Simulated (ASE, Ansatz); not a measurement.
# Electronic structure of random rock-salt alloy of HfC and HfN (512 atoms)

Wanted: forces, charges and levels of random rock-salt alloy of HfC and HfN (512 atoms).

Program: Ansatz 0.2.0. Level of theory: Kohn-Sham DFT, PBE, PAW (set soft_2), localised support functions (medium). Results are calculated unless marked as measured.

### Step 1. Starting point

The cell holds 512 atoms: 256 Hf, 96 C and 160 N. Cell: a = 18.272 Å, b = 18.272 Å, c = 18.272 Å, α = 90.0°, β = 90.0°, γ = 90.0°. It derives from HfC (rock-salt) and HfN, repeated 4×4×4. Rock-salt HfC, 4 x 4 x 4 conventional cells, 160 of 256 C sites given to N at random (x = 0.625), lattice by Vegard's rule (a = 4.568 Å); not relaxed, displaced by a Gaussian of 0.02 Å.

Before any run, some limits are plain. The host structure and its lattice constant were typed by rule, without a check against the phase diagram. Only the Γ point is sampled, in a cell whose shortest periodic width is 18 Å. No spin–orbit coupling is included, so levels derived from the heavy atoms are approximate.

### Step 2. Support functions medium

The electrons are solved once, with the atoms held.

input.yaml

```yaml
crystal:
  lattice:
    - [18.2724, 0.0, 0.0]
    - [0.0, 18.2724, 0.0]
    - [0.0, 0.0, 18.2724]
  atoms:
    - { symbol: Hf, position: [0.99961, 0.99975, 0.99988] }
    - { symbol: C, position: [0.12429, 0.00151, 0.9991] }
    - { symbol: Hf, position: [0.99899, 0.12461, 0.12431] }
    - { symbol: "N", position: [0.12385, 0.12537, 0.12374] }
    - { symbol: Hf, position: [0.12486, 0.00058, 0.12391] }
    - { symbol: "N", position: [0.99984, 0.00028, 0.12748] }
    - { symbol: Hf, position: [0.12421, 0.12473, 0.00043] }
    - { symbol: C, position: [4.0e-05, 0.12539, 0.00088] }
    - { symbol: Hf, position: [0.00073, 0.00115, 0.2494] }
    - { symbol: "N", position: [0.1263, 0.99984, 0.25048] }
    - { symbol: Hf, position: [7.0e-05, 0.12549, 0.37306] }
    - { symbol: "N", position: [0.122, 0.12402, 0.37434] }
    - { symbol: Hf, position: [0.12699, 0.00017, 0.37402] }
    - { symbol: C, position: [0.00072, 0.0002, 0.3746] }
    - { symbol: Hf, position: [0.12558, 0.12416, 0.24961] }
    - { symbol: "N", position: [0.00072, 0.12454, 0.24931] }
    - { symbol: Hf, position: [0.99988, 0.99766, 0.50196] }
    - { symbol: C, position: [0.1258, 0.00067, 0.5015] }
    - { symbol: Hf, position: [0.00049, 0.12489, 0.62388] }
    - { symbol: C, position: [0.12283, 0.12626, 0.62314] }
    - { symbol: Hf, position: [0.12503, 0.99812, 0.6243] }
    - { symbol: "N", position: [0.00158, 0.99846, 0.62479] }
    - { symbol: Hf, position: [0.12554, 0.12641, 0.50209] }
    - { symbol: C, position: [0.99842, 0.12374, 0.50059] }
    - { symbol: Hf, position: [0.00057, 0.99971, 0.75153] }
    - { symbol: C, position: [0.12525, 0.99992, 0.75056] }
    - { symbol: Hf, position: [0.9992, 0.12372, 0.87539] }
    - { symbol: "N", position: [0.12366, 0.12589, 0.87549] }
    - { symbol: Hf, position: [0.12344, 0.99934, 0.87672] }
    - { symbol: "N", position: [0.00095, 0.99966, 0.87438] }
    - { symbol: Hf, position: [0.12436, 0.12653, 0.75019] }
    - { symbol: "N", position: [0.99761, 0.12576, 0.75176] }
    [... 474 atom lines left out ...]
    - { symbol: Hf, position: [0.74943, 0.87446, 0.87389] }
    - { symbol: C, position: [0.87502, 0.87439, 0.87433] }
    - { symbol: Hf, position: [0.87451, 0.74995, 0.87267] }
    - { symbol: "N", position: [0.75059, 0.74957, 0.8769] }
    - { symbol: Hf, position: [0.87498, 0.87557, 0.74841] }
    - { symbol: "N", position: [0.74883, 0.87712, 0.74994] }
kpoints:
  mp_grid: { grid: [1, 1, 1] }
hamiltonian:
  xc: pbe
scf:
  occupations: { method: gaussian, width: 0.05 }
  eigensolver: { kind: { support_functions: { accuracy: medium } } }
  max_iter: 150
output:
  forces: true
  stress: true
  populations: true
  dos:
    method: { smearing: { sigma: 0.15 } }
    de: 0.1
    projected: { site_lists: { C: [C], Hf: [Hf], "N": ["N"] } }
  eigenvalues: true
  write_density: true
  write_potential: true
  volumetric_format: npy
```

Run with:

```bash
$ ansatz run input.yaml --threads 32 --pin off --max-ram 143360MiB --backend cuda --events-out ev --progress --plain --runs-dir out
```

Numbers of over 12 decimals in the logs are rounded to 6 here.

Log:

```text
Warning: scf.eigensolver.kind.support_functions: disabling space-group detection — the functions' gradient is summed over unrotated k-points, so no spatial operation reduces the k-mesh or symmetrises the density; time reversal is kept, so that k and −k are solved as one point where they differ and the mesh holds both, and exact exchange and, on two spinor components, a DFT+U term hold to it where the run has them: [...]
settings of this run that can trade accuracy for cost: scf.eigensolver.kind.support_functions [...]
Engine: ansatz 0.2.0, aarch64-unknown-linux-gnu
Pseudopotentials: kind: paw
Pseudopotential: Hf, paw, valence charge 26, recommended cutoff 420 eV (normal), Hf.paw.azcp
Pseudopotential: C, paw, valence charge 4, recommended cutoff 420 eV (normal), C.paw.azcp
Pseudopotential: N, paw, valence charge 5, recommended cutoff 420 eV (normal), N.paw.azcp
[... 5 lines on functional and potentials left out ...]
device memory: the entry about to start is reckoned to put 21.6 GiB on a device that reports 182.5 GiB free
GPU FFT provider: cuFFT
GPU libraries: cuBLAS 13.8.1, cuFFT 12.4.0, cuSOLVER 12.3.2
GPU matrix products: emulated (plane waves: as basis.precision tells), large ones in fixed point in workspaces of 1.00 GiB
Crystal: 512 atoms, lattice volume = 6100.800 Å³
Basis set: ecut = 420 eV, 119321 PW (Γ), exchange–correlation on 250×250×250 points (8 copies of the dense FFT grid, shifted against one another)
Bands: 4704, of which v1, the nominal top of the filled ones, is band 3920 counted from 1 (3919 counted from 0)
Symmetry: 1 space group operations
k-points: 1
[... 7 lines on functional and potentials left out ...]
Initial density: superposition of atomic densities (chi_scale 0.1, normalization cell, long waves 16 % of neutral atoms (reshape's long-wave potential 1.16 eV rms, cloud 2.51 Å wide))
Initial wavefunctions: pseudopotential atomic-orbital guess
GPU buffer pool allocated for 1953125 grid points (all kernels)
Functional: x = pbe(κ = 0.804, μ = 0.219515), c = pbe(β = 0.066725)
SCF iter   1: F=—  HF=-4111037.140278 eV  |F-HF|=—  |Δ(HF+E_count)|=         —  Δρ=9.99e-2  dr2=3.99e3  ethr=1.00e-1
preconditioner: auto → Kerker (q_TF=auto, 2.845 Å⁻¹)  [metal: Δε(μ)=0.032 eV  Ē_g=17.921 eV  σ=0.050 eV  W_gap=0.35  n_scr=2372 (ndim 8)  ℏωp=40.7 eV  f_vac=0.000  D(μ)=106.96/eV (n_scr^D=586)]
SCF iter   2: F=—  HF=-4111056.258340 eV  |F-HF|=—  |Δ(HF+E_count)|=    1.91e1  Δρ=5.40e-2  dr2=1.82e3  ethr=5.09e-2
SCF iter   3: F=—  HF=-4110995.897211 eV  |F-HF|=—  |Δ(HF+E_count)|=    6.04e1  Δρ=2.77e-2  dr2=8.67e2  ethr=2.32e-2  κ⁻¹=1.0e0(r=1)
SCF iter   4: F=—  HF=-4111699.351797 eV  |F-HF|=—  |Δ(HF+E_count)|=    7.03e2  Δρ=5.28e-2  dr2=1.28e2  ethr=1.11e-2  κ⁻¹=2.2e-2(r=2)
SCF iter   5: F=—  HF=-4110907.093157 eV  |F-HF|=—  |Δ(HF+E_count)|=    7.92e2  Δρ=6.87e-3  dr2=5.40e0  ethr=1.63e-3  κ⁻¹=2.8e-3(r=3)
SCF iter   6: F=—  HF=-4110921.725907 eV  |F-HF|=—  |Δ(HF+E_count)|=    1.46e1  Δρ=7.57e-3  dr2=3.82e0  ethr=6.89e-5  κ⁻¹=4.2e-4(r=4)
SCF iter   7: F=—  HF=-4110916.326335 eV  |F-HF|=—  |Δ(HF+E_count)|=    5.40e0  Δρ=2.25e-3  dr2=1.76e0  ethr=4.87e-5  κ⁻¹=1.4e-4(r=5)
SCF iter   8: F=—  HF=-4110916.123252 eV  |F-HF|=—  |Δ(HF+E_count)|=   2.03e-1  Δρ=8.26e-4  dr2=6.02e-2  ethr=2.25e-5  κ⁻¹=2.3e-5(r=6)
SCF iter   9: F=—  HF=-4110916.760510 eV  |F-HF|=—  |Δ(HF+E_count)|=   6.37e-1  Δρ=1.15e-3  dr2=7.30e-2  ethr=7.68e-7  κ⁻¹=2.3e-5(r=6)
SCF iter  10: F=—  HF=-4110916.910793 eV  |F-HF|=—  |Δ(HF+E_count)|=   1.50e-1  Δρ=5.58e-4  dr2=2.09e-2  ethr=7.68e-7  κ⁻¹=2.3e-6(r=7)
[...]
SCF iter  13: F=—  HF=-4110917.086860 eV  |F-HF|=—  |Δ(HF+E_count)|=   4.09e-2  Δρ=9.62e-5  dr2=5.43e-4  ethr=4.53e-8  κ⁻¹=6.5e-5(r=7)
SCF iter  14: F=—  HF=-4110917.119901 eV  |F-HF|=—  |Δ(HF+E_count)|=   3.30e-2  Δρ=3.69e-5  dr2=1.28e-4  ethr=6.92e-9  κ⁻¹=1.9e-5(r=7)
SCF iter  15: F=—  HF=-4110917.145853 eV  |F-HF|=—  |Δ(HF+E_count)|=   2.60e-2  Δρ=4.14e-5  dr2=9.19e-5  ethr=1.64e-9  κ⁻¹=1.9e-5(r=7)
SCF iter  16: F=—  HF=-4110917.166842 eV  |F-HF|=—  |Δ(HF+E_count)|=   2.10e-2  Δρ=2.82e-5  dr2=3.25e-5  ethr=1.17e-9  κ⁻¹=7.9e-5(r=7)
SCF iter  17: F=—  HF=-4110917.184018 eV  |F-HF|=—  |Δ(HF+E_count)|=   1.72e-2  Δρ=1.03e-5  dr2=5.79e-6  ethr=4.14e-10  κ⁻¹=1.3e-4(r=7)
SCF iter  18: F=—  HF=-4110917.198734 eV  |F-HF|=—  |Δ(HF+E_count)|=   1.47e-2  Δρ=7.37e-6  dr2=3.43e-6  ethr=7.38e-11  κ⁻¹=9.6e-5(r=7)
SCF iter  19: F=—  HF=-4110917.211497 eV  |F-HF|=—  |Δ(HF+E_count)|=   1.28e-2  Δρ=6.84e-6  dr2=2.88e-6  ethr=4.38e-11  κ⁻¹=3.1e-5(r=7)
SCF iter  20: F=—  HF=-4110917.222738 eV  |F-HF|=—  |Δ(HF+E_count)|=   1.12e-2  Δρ=9.42e-6  dr2=4.04e-6  ethr=3.67e-11
Mixer restart at iter 20: flushing history
SCF iter  21: F=-4110917.222730 eV  HF=-4110917.222731 eV  |F-HF|=4.38e-7  |Δ(HF+E_count)|=   7.29e-6  Δρ=3.04e-6  dr2=7.74e-7  ethr=3.67e-11
SCF 1 converged in 21 iterations: F = -4110917.502446 eV  dr2 = 7.74e-7
  greatest PAW one-centre occupation: 0.998 electrons in one spin orbital (limit 2), on the Hf atom at site 490 (counted from 0), in its partial waves of l = 0
output.dos: on the support functions the solved levels are converged up to 3.406 eV from the Fermi level, so that the curves end at 2.591 eV, below the run's highest bands: a larger scf.n_extra_bands or scf.max_iter (beside forces or a stress its default or more) can extend them
SCF converged after 21 iterations
Stability not checked: this state was not tested for a lower state beside it, because the mixer in use, unlike msr1, does not test its closes by its own steps (another_mixer; see scf.mixing.algorithm and scf.lower_state_search)
Free energy (F): -4110917.502446 eV
Harris-Foulkes:  -4110917.502447 eV  (|F-HF|=4.38e-7)
Internal energy: -4110917.169568 eV  (E = F + TS)
E sigma→0 (E₀):  -4110917.336007 eV
Entropy (-TS):   -0.332878 eV (-0.650 meV/atom)
Fermi energy:    22.564714 eV
--- Per-component energies (eV) ---
  E_band       = 39231.873005
  E_kinetic    = 138249.820054
  E_local      = -1236348.868612  (includes V_loc(G=0)·N_el)
  E_nonlocal   = -308466.356713
  E_softening  = 0.034363  (part of E_nonlocal)
  E_grid_corr  = -0.170011  (part of E_nonlocal)
  E_hartree    = 585969.405559
  E_xc         = -91404.113577
  E_vxc        = -86618.134880  (∫ρ·V_xc dr)
  E_paw        = -1803416.759518  (= ΣΔE_a)
  E_vpaw       = 360476.962842  (= ΣTr[D̂ρ^β])
  E_aug_tail   = 0.015857  (compensation charges beyond the density's cutoff)
  E_ewald      = -1395500.032903
  E_smearing   = -0.332878  (= −TS)
  E_closure    = -0.000000  (closes the sum)
  E_support_correction = -0.279716  (second-order, or where that is not computed along the SCF)
  E_support_correction_error = 2.8e-2  (of E_support_correction; not in F)
  Σ components = -4110917.502446   (vs F -4110917.502446, Δ=0.00e0)
--- Forces (eV/Å), atoms counted from 1 ---
[... 512 lines of forces left out ...]
  max |Σ_I F_I| component: 2.91e-2 eV/Å
--- Stress (GPa, compression-positive) ---
        4.052759       0.006886      -0.077620
        0.006886       3.864379       0.037651
       -0.077620       0.037651       3.938789
  P = ⅓ Tr σ = 3.9520 GPa (39.520 kbar)
--- Band table (eV) ---
[... left out ...]
--- Löwdin populations: 512 sites ---
  site symbol       q [e]
[... 512 lines, one an atom, left out ...]
  spilling = 0.001633 (of n_electrons = 7840.000000)
```

Wall time 54 s (1 × NVIDIA GB200 with 32 threads of Arm Neoverse V2, shared host); peak memory 6.5 GiB.

That memory is the host's; the program planned up to 21.6 GiB on the GPU. Forces of this run were stored rounded, and per-atom blocks of the log weren't kept.

The program notes that the band table was not solved further than the SCF left it, the residuals of the support functions stagnated and it switched symmetry off.

Read from the output:

```
free energy                             : -4110917.5024 eV
free energy per atom                    : -8029.1357 eV/atom
SCF cycles                              : 21
pressure                                : 3.952 GPa
r.m.s. force component                  : 0.3719 eV/Å
longest force                           : 1.771 eV/Å
Fermi energy                            : 22.56 eV
levels partly filled by over 2 per cent : 20
spilling of the projection              : 0.001633
```

Length of the force by element:

```csv
element,coordination,atoms,mean length of the force (eV/Å),spread,least,most
C,all,96,0.562,0.228,0.142,1.33
Hf,all,256,0.659,0.279,0.0832,1.77
N,all,160,0.499,0.197,0.0522,1.07
```

Löwdin charges by element (they lack the spilled electrons, 0.025 e an atom on average):

```csv
element,coordination,atoms,mean charge (e),spread,least,most
C,all,96,-0.758,0.008,-0.777,-0.737
Hf,all,256,0.763,0.0176,0.715,0.829
N,all,160,-0.686,0.0087,-0.710,-0.668
```

States in the cell by windows of 1 eV, zero at the Fermi level; some projections on atomic orbitals stand beside the total:

```csv
from (eV),to (eV),total,Hf d,N p,C p,Hf f
-14,-13,0.3,0.0,0.0,0.0,0.3
-13,-12,2864.2,5.7,3.7,1.3,2835.5
-12,-11,776.6,12.4,1.3,1.1,722.3
-11,-10,129.8,32.7,1.7,1.0,9.7
-10,-9,4.9,0.9,0.0,0.0,0.3
-9,-8,7.1,2.8,2.7,0.6,0.0
-8,-7,84.7,28.8,37.4,5.1,0.4
-7,-6,223.6,64.9,109.0,17.0,1.1
-6,-5,362.1,103.0,216.2,17.0,1.2
-5,-4,383.5,116.8,192.7,54.0,1.5
-4,-3,344.6,140.6,42.6,145.3,1.2
-3,-2,119.7,46.5,21.1,47.7,0.6
-2,-1,41.8,17.6,8.1,14.7,0.2
-1,0,140.6,91.3,25.2,19.2,0.4
0,1,146.4,112.3,13.5,12.3,0.3
1,2,145.6,109.4,19.2,9.2,0.3
```

Between -26 and -14 eV lie 320 more states.

The stored curve holds about 5803 of the 7840 electrons; the rest, give or take the few that broadening carries across the Fermi level, lie in deeper levels below its range.

Not all projections were asked for or kept, so they needn't add up to the total.

The levels nearest the highest filled one (over half full), pooled over k-points and spins:

```csv
level less the highest filled one (eV),occupation
-0.0321,1.66
-0.0218,1.50
-0.0091,1.24
-0.007,1.20
-0.0011,1.07
0,1.04
0.0126,0.762
0.0183,0.642
0.0253,0.506
0.0385,0.3
0.044,0.233
0.0499,0.174
```

Mean Löwdin charges: C -0.76, Hf +0.76, N -0.69 e. Within 0.4 eV of the Fermi level the largest share is Hf d (71 % of the projected weight).

### Step 3. Structure statistics

Bonds and neighbours are counted at the geometry of the runs.

Density 13.4 g/cm³, 11.92 Å³ an atom.

g(r), total and by pair (bins of 0.2 Å):

```csv
r (Å),total,Hf-Hf,Hf-N,Hf-C,N-N,N-C,C-C
2.20,3.91,0.00,7.96,7.60,0.00,0.00,0.00
2.40,1.54,0.00,2.96,3.29,0.00,0.00,0.00
2.60,0.00,0.00,0.00,0.00,0.00,0.00,0.00
2.80,0.00,0.00,0.00,0.00,0.00,0.00,0.00
3.00,0.00,0.00,0.00,0.00,0.00,0.00,0.00
3.20,5.43,10.85,0.00,0.00,10.92,10.72,11.06
3.40,0.03,0.06,0.00,0.00,0.07,0.04,0.10
3.60,0.00,0.00,0.00,0.00,0.00,0.00,0.00
3.80,0.07,0.00,0.13,0.14,0.00,0.00,0.00
4.00,2.35,0.00,4.71,4.70,0.00,0.00,0.00
4.20,0.00,0.00,0.00,0.00,0.00,0.00,0.00
4.40,0.01,0.02,0.00,0.00,0.03,0.02,0.08
4.60,1.35,2.71,0.00,0.00,2.68,2.74,2.60
4.80,0.00,0.00,0.00,0.00,0.00,0.00,0.00
5.00,1.78,0.00,3.56,3.55,0.00,0.00,0.00
5.20,2.59,0.00,5.15,5.15,0.00,0.00,0.00
5.40,0.00,0.00,0.00,0.00,0.00,0.01,0.00
5.60,3.63,7.27,0.00,0.00,7.25,7.28,7.24
5.80,0.00,0.00,0.00,0.00,0.01,0.00,0.00
6.00,0.00,0.00,0.00,0.00,0.00,0.00,0.00
6.20,0.00,0.00,0.00,0.00,0.00,0.00,0.00
6.40,1.24,2.51,0.00,0.00,2.42,2.54,2.45
6.60,0.12,0.22,0.00,0.00,0.29,0.22,0.22
6.80,2.89,0.00,5.76,5.82,0.00,0.00,0.00
7.00,0.14,0.00,0.29,0.25,0.00,0.00,0.00
7.20,2.17,4.35,0.00,0.00,4.33,4.39,4.30
7.40,0.01,0.01,0.02,0.01,0.01,0.01,0.01
7.60,1.97,0.00,3.94,3.96,0.00,0.00,0.00
```

Bonds by pair of elements; cutoffs follow the first minimum of g(r), held within bounds set by covalent radii, and pairs that aren't listed don't count as bonded (cutoffs were set anew for this text, so counts can differ from the run's own analysis):

```csv
pair A-B,cutoff (Å),bonds,mean length (Å),spread (Å),shortest (Å),B about A,A about B
Hf-N,2.73,960,2.28,0.028,2.19,3.75,6
Hf-C,2.73,576,2.29,0.028,2.21,2.25,6
```

How many atoms have how many bonded neighbours:

```csv
element,mean,6
C,6,96
Hf,6,256
N,6,160
```

Bond angles, per cent of each kind in bins of 5°:

```csv
angle (°),Hf-N-Hf,C-Hf-N,N-Hf-N,Hf-C-Hf,C-Hf-C
85–90,40.1,40.1,37.2,39.7,40.3
90–95,39.9,39.5,43.0,40.3,40.3
95–100,0.0,0.0,0.0,0.0,0.0
100–105,0.0,0.0,0.0,0.0,0.0
105–110,0.0,0.0,0.0,0.0,0.0
110–115,0.0,0.0,0.0,0.0,0.0
115–120,0.0,0.0,0.0,0.0,0.0
120–125,0.0,0.0,0.0,0.0,0.0
125–130,0.0,0.0,0.0,0.0,0.0
130–135,0.0,0.0,0.0,0.0,0.0
135–140,0.0,0.0,0.0,0.0,0.0
140–145,0.0,0.0,0.0,0.0,0.0
145–150,0.0,0.0,0.0,0.0,0.0
150–155,0.0,0.0,0.0,0.0,0.0
155–160,0.0,0.0,0.0,0.0,0.0
160–165,0.0,0.0,0.0,0.0,0.0
165–170,0.0,0.0,0.0,0.0,0.0
170–175,0.0,0.0,0.0,0.0,0.0
175–180,20.0,20.4,19.8,20.0,19.3
```

Bond angles (no mean is given where the spread exceeds 20°):

```csv
angle,count,mean (°),spread (°)
Hf-N-Hf,2400,-,-
C-Hf-N,1784,-,-
N-Hf-N,1508,-,-
Hf-C-Hf,1440,-,-
C-Hf-C,548,-,-
```

With the cutoffs above, all C atoms have 6, all Hf atoms have 6 and all N atoms have 6 bonded neighbours.

A closer look about Hf253, whose charge lies farthest from its element's mean: 8 atoms, nearest first, numbered in the order of the input, with positions taken from that point.

```csv
atom,x,y,z,distance (Å),bonds,Löwdin charge (e),Fx,Fy,Fz (eV/Å)
Hf253,0.00,0.00,0.00,0.00,6,0.83,0.20,0.00,0.35
N250,0.02,-0.04,-2.24,2.24,6,-0.69,-0.35,0.43,-0.30
N382,2.25,-0.02,0.01,2.25,6,-0.69,0.19,0.24,0.12
N252,0.03,2.26,-0.03,2.26,6,-0.68,0.23,-0.02,0.55
N220,-0.01,-2.27,0.00,2.27,6,-0.70,0.20,0.14,-0.28
C226,0.04,0.03,2.29,2.29,6,-0.76,0.04,-0.16,-0.24
N254,-2.30,-0.03,-0.03,2.30,6,-0.68,0.89,0.31,0.02
Hf225,-2.25,0.00,2.28,3.20,6,0.74,-0.10,-0.04,0.17
```

The column of bonds counts only the pairs Hf-N within 2.73 Å, Hf-C within 2.73 Å; other neighbours, such as metal atoms beside each other in a compound, aren't counted, and periodic images can show an atom twice.

### Step 4. Results

```json
{"free energy per atom": "-8029.1357 eV/atom", "density": "13.36 g/cm³", "pressure": "3.952 GPa", "r.m.s. force component": "0.3719 eV/Å", "wall time of the 1 DFT run": "54 s"}
```

**Reading.** 20 levels are partly filled, by over 2 % (at Γ alone): at this level the cell shows no clear gap. With the cutoffs above, all C atoms have 6, all Hf atoms have 6 and all N atoms have 6 bonded neighbours.

**Limits.** The geometry was built by rule, was displaced at random and isn't relaxed at this level: its force components are 0.37 eV/Å r.m.s. The residuals of the support functions stagnated before their target. The pressure of 4.0 GPa belongs to a cell and atoms that aren't relaxed at this level.

[Logs are printed without paths, hosts, clocks, repeated set-up lines and the standing remarks that a program may print on its own settings, such as how far it seeks lower states.]

[Hosts, paths, dates, database ids (printed as entryN), source tags and the programs' standing remarks are cut or masked in the printed files.]
